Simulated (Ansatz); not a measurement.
# LaGaO3 (Pnma): the gap up the ladder of methods, part 2 of 2

Wanted: a ladder of band gaps for LaGaO3 (Pnma), from density functionals to G0W0.

Ansatz 0.2.0; density functionals, hybrids and G0W0, plane waves, PAW. Known limits of the many-body steps: finite bands, screening cutoff and k mesh; no spin-orbit coupling in G0W0; d shells not analysed.

So far. Step 5 (HSE06+SOC on the 4×2×4 mesh): Over mesh and listed points the gap is 5.534 eV, from k = (0.500, 0.000, 0.500) to k = Γ. The least direct gap found is 5.605 eV, at k = Γ. HSE06+SOC against HSE06: 5.534 − 5.535 = −0.001 eV, with the same mesh, set of files (read in its fully relativistic form for the spin-orbit run) and cutoff, and both edges at the same k points.

In doubt: masses and optical values from hybrid runs of this build are listed as unsure (step 7), which bears on the screening that GW takes from such a start.

### Step 7. G0W0@HSE06, 4×2×4 mesh, 1508 empty bands, screening to 200 eV, hard PAW files

This step: G0W0 on HSE06, plane waves, PAW.

input.yaml

```yaml
crystal:
  lattice:
    - [5.48589, 0.0, 0.0]
    - [0.0, 7.76421, 0.0]
    - [0.0, 0.0, 5.51395]
  atoms:
    - { symbol: La, position: [0.98, 0.25, 0.005] }
    - { symbol: La, position: [0.02, 0.75, 0.995] }
    - { symbol: La, position: [0.52, 0.75, 0.505] }
    - { symbol: La, position: [0.48, 0.25, 0.495] }
    - { symbol: Ga, position: [0.0, 0.0, 0.5] }
    - { symbol: Ga, position: [0.0, 0.5, 0.5] }
    - { symbol: Ga, position: [0.5, 0.0, 0.0] }
    - { symbol: Ga, position: [0.5, 0.5, 0.0] }
    - { symbol: O, position: [0.513, 0.25, 0.929] }
    - { symbol: O, position: [0.487, 0.75, 0.071] }
    - { symbol: O, position: [0.987, 0.75, 0.429] }
    - { symbol: O, position: [0.013, 0.25, 0.571] }
    - { symbol: O, position: [0.723, 0.0367, 0.281] }
    - { symbol: O, position: [0.277, 0.5367, 0.719] }
    - { symbol: O, position: [0.777, 0.9633, 0.781] }
    - { symbol: O, position: [0.223, 0.4633, 0.219] }
    - { symbol: O, position: [0.277, 0.9633, 0.719] }
    - { symbol: O, position: [0.723, 0.4633, 0.281] }
    - { symbol: O, position: [0.223, 0.0367, 0.219] }
    - { symbol: O, position: [0.777, 0.5367, 0.781] }
kpoints:
  mp_grid: { grid: [4, 2, 4] }
hamiltonian:
  xc: hse06
  pseudopotentials: { kind: paw, source: ansatz }
scf:
  occupations: { method: fixed }
gw:
  n_empty_bands: 1508
  ecut_chi: 200.0
  qp_bands: [v4, c4]
  qp_kpoints: band_edges
  screening: { model: contour_deformation }
```

Run with:

```sh
$ ansatz run input.yaml --threads 16 --pin off --max-ram 92160MiB --backend cuda --events-out ev --progress --plain --runs-dir out --devices 1 --max-vram 157GiB
```

Numbers of over 12 decimals in the logs are rounded to 6 here.

What it wrote:

```text
GPUs: using 1 of 1 available (devices: 1).
[...]
Crystal: 20 atoms, lattice volume = 234.859 Å³
Basis set: ecut = 1020 eV, 17373 PW (Γ)
Bands: 120, of which v1, the nominal top of the filled ones, is band 100 counted from 1 (99 counted from 0)
Symmetry: 8 space group operations
[...]
k-points: 18 of 32
[...]
11   101     18.0372   -11.5696    -5.4506   -18.2410  0.8330    19.2695    19.2579  root
    11   102     18.0372   -11.5696    -5.4506   -18.2410  0.8330    19.2695    19.2579  root
    11   103     18.1869   -12.9560    -5.8774   -20.4069  0.8258    19.7820    19.7604  root
[...]
17   101     18.3436   -14.5721    -6.4000   -22.9415  0.8177    20.3514    20.3129  root
    17   102     18.3436   -14.5721    -6.4000   -22.9415  0.8177    20.3514    20.3129  root
    17   103     18.3436   -14.5721    -6.4000   -22.9415  0.8177    20.3514    20.3129  root
    17   104     18.3436   -14.5721    -6.4000   -22.9415  0.8177    20.3514    20.3129  root
```

It took 13 min on 1 × NVIDIA GB200 with 16 threads of Arm Neoverse V2, shared host; peak memory 18 GiB.

Numbers from this step:

```yaml
bands_summed: 1608
rpa_eps_infinity_on_this_mesh_eigenvalues: 3.792, 3.803, 3.892
plane_waves_in_the_screening_matrix: 1489
g0w0_gap_over_the_corrected_points: 6.331 eV
k_of_the_valence_top: -0.5, 0, -0.5
k_of_the_conduction_bottom: 0, 0, 0
starting_gap_on_the_mesh: 5.557 eV
z_at_the_valence_top: 0.7942
z_at_the_conduction_bottom: 0.8459
least_direct_g0w0_gap_over_the_corrected_points: 6.396 eV
```

Over all 18 irreducible mesh points the G0W0 gap is 6.331 eV, from k = (-0.500, 0.000, -0.500) to k = Γ. The HSE06 gap of this run on the mesh is 5.557 eV. The two states that bound the G0W0 gap lie that far apart at the start, so the correction of the gap is 6.331 − 5.557 = +0.774 eV. G0W0@HSE06 against G0W0@LDA with 1608 bands (a further run, in the table below): 6.331 − 5.446 = +0.885 eV, with the same mesh, files and cutoffs, and both edges at the same k points.

### Step 8. Gap and time by level

Each gap is the least one over the points named; times are wall times on shared hosts, not benchmarks. A G0W0 time includes the run's own self-consistent start. Runs with listed points see these and the mesh alone, so an edge that moves elsewhere is missed. Rows marked * are further runs, not shown as steps, whose inputs differ from the G0W0 step on the same start in the columns given; solver thresholds can differ too. Symmetry makes (0.500, 0.000, 0.500) and (-0.500, 0.000, -0.500) one point.

```csv
level,mesh,"files, cutoff","bands summed, screening",points,gap (eV),valence top,conduction bottom,least direct gap (eV),time
LDA,4×4×4,"soft_2 PAW, 420 eV",-,mesh and path,3.653,"(0.500, 0.000, 0.500)",Γ,3.775,2.8 s
LDA+SOC,4×4×4,"soft_2 PAW, 420 eV",-,mesh and listed points,3.652,"(0.500, 0.000, 0.500)",Γ,3.758,3.1 s
HSE06,4×2×4,"soft_2 PAW, 420 eV",-,mesh and listed points,5.535,"(0.500, 0.000, 0.500)",Γ,5.606,25 s
HSE06+SOC,4×2×4,"soft_2 PAW, 420 eV",-,mesh and listed points,5.534,"(0.500, 0.000, 0.500)",Γ,5.605,2.3 min
G0W0@LDA*,4×2×4,"hard PAW, 1020 eV","801, 120 eV",all 18 irreducible mesh points,5.394,"(-0.500, 0.000, -0.500)",Γ,5.491,68 s
G0W0@LDA*,4×2×4,"hard PAW, 1020 eV","1608, 200 eV",all 18 irreducible mesh points,5.446,"(-0.500, 0.000, -0.500)",Γ,5.542,2.8 min
G0W0@LDA,4×2×4,"hard PAW, 1020 eV","3010, 310 eV",all 18 irreducible mesh points,5.484,"(-0.500, 0.000, -0.500)",Γ,5.580,8.1 min
G0W0@LDA*,4×4×4,"hard PAW, 1020 eV","801, 120 eV",all 27 irreducible mesh points,5.394,"(-0.500, 0.000, -0.500)",Γ,5.492,2.7 min
G0W0@HSE06,4×2×4,"hard PAW, 1020 eV","1608, 200 eV",all 18 irreducible mesh points,6.331,"(-0.500, 0.000, -0.500)",Γ,6.396,13 min
```

### Step 9. Summary of results

```json
{
  "LDA, over mesh and path": "3.653 eV",
  "LDA+SOC, over mesh and listed points": "3.652 eV",
  "HSE06, over mesh and listed points": "5.535 eV",
  "HSE06+SOC, over mesh and listed points": "5.534 eV",
  "G0W0@LDA (3010 bands, 4×2×4), over all 18 irreducible mesh points": "5.484 eV",
  "G0W0@HSE06, over all 18 irreducible mesh points": "6.331 eV",
  "known limits": "finite bands, screening cutoff and k mesh; no spin-orbit coupling in G0W0; d shells not analysed"
}
```

What this shows: The rows run from 3.652 eV (LDA+SOC) to 6.331 eV (G0W0@HSE06). They differ in mesh, files, plane-wave cutoff, bands and screening cutoff of G0W0 and the points over which the gap was sought as well as in level, so only pairs that share these are like for like. LDA+SOC against LDA: 3.652 − 3.653 = −0.001 eV, with the same mesh, set of files (read in its fully relativistic form for the spin-orbit run) and cutoff, and both edges at the same k points. The spin-orbit run sees mesh and listed points alone, so its gap is an upper bound: the coupling can move an edge off these points, and the change over the zone, its sign included where it is small, is not known. HSE06+SOC against HSE06: 5.534 − 5.535 = −0.001 eV, with the same mesh, set of files (read in its fully relativistic form for the spin-orbit run) and cutoff, and both edges at the same k points. The spin-orbit run sees mesh and listed points alone, so its gap is an upper bound: the coupling can move an edge off these points, and the change over the zone, its sign included where it is small, is not known. G0W0@HSE06 against G0W0@LDA with 1608 bands: 6.331 − 5.446 = +0.885 eV, with the same mesh, files and cutoffs, and both edges at the same k points. G0W0@LDA (3010 bands, 4×2×4) moves the gap of its own start on the mesh by 5.484 − 3.651 = +1.833 eV, between the same two levels. Both edges that LDA shows over mesh and path lie at k points where levels were corrected. Levels at other points were not corrected, so a lower G0W0 gap elsewhere in the zone is not ruled out. G0W0@HSE06 moves the gap of its own start on the mesh by 6.331 − 5.557 = +0.774 eV, between the same two levels. Both edges that HSE06 shows over mesh and listed points lie at k points where levels were corrected. Levels at other points were not corrected, so a lower G0W0 gap elsewhere in the zone is not ruled out. What spin-orbit coupling does to the G0W0 levels was not computed, so no sum with the G0W0 gap is formed. For G0W0@LDA: from 801 bands and 120 eV to 3010 bands and 310 eV the gap moves by 5.484 − 5.394 = +0.090 eV (rung by rung 5.394, 5.446, 5.484 eV); bands and screening cutoff rise together, so their parts are not told apart. A line in one over the bands through the two highest rungs gives 5.484 + (5.484 − 5.446) × 1608 / (3010 − 1608) = 5.528 eV, and through the pair below 5.446 + (5.446 − 5.394) × 801 / (1608 − 801) = 5.498 eV. From the gaps as printed the two differ by 0.030 eV, at the edge of the 0.030 eV asked, so no limit is taken and it is not known. The other G0W0 rows are shown at one basis each (1608 bands), so their distance from the limit is not known here. With the 4×4×4 mesh in place of the 4×2×4 mesh and all else as in the G0W0@LDA row with 801 bands, the gap differs by 5.394 − 5.394 = +0.000 eV, and that of the start by 3.651 − 3.651 = +0.000 eV. For G0W0@LDA (3010 bands, 4×2×4): the program marks 65 of the 144 corrected levels as in doubt (energies apart), neither edge state among them. The G0W0 runs are scalar-relativistic. One-shot GW is known to converge slowly in bands for compounds with shallow d shells. The cell holds Ga; the filling of the d shell and its place against the gap were not analysed here. The cell holds La; where the f levels lie against the gap was not analysed here. G0W0 is shown with one set of atomic data (hard PAW), so the error from the files is not known here. Failed or unusable runs of this series, left out of the table: G0W0@PBE0 (4×2×4 mesh, hard PAW files, 1020 eV, 1508 empty bands) reached its time limit after 10 min.

[Paths, hosts, dates, memory and timing lines, banners, echoed tables and standing remarks are left out of the program output.]

[Logs are printed without paths, hosts, clocks, repeated set-up lines and the standing remarks that a program may print on its own settings, such as how far it seeks lower states.]

[Runs of the session that timed out or met a known fault of the program may be left out.]

[Cells called generated may have been cut or substituted from an entry of the Crystallography Open Database or the Materials Project.]

[Hosts, paths, dates, database ids (printed as entryN), source tags and the programs' standing remarks are cut or masked in the printed files.]

[Where an RPA ε∞ is given, it is that of the G0W0 mesh and is not shown converged in it. Names of k-points follow the symmetry that the program found, which can be lower than the space group named. Band edges on a path are those of the sampled points; other points can move an edge, and change direct to indirect where valleys lie close.]

[Hybrid gaps are those of their k-mesh and are not shown converged in it.]
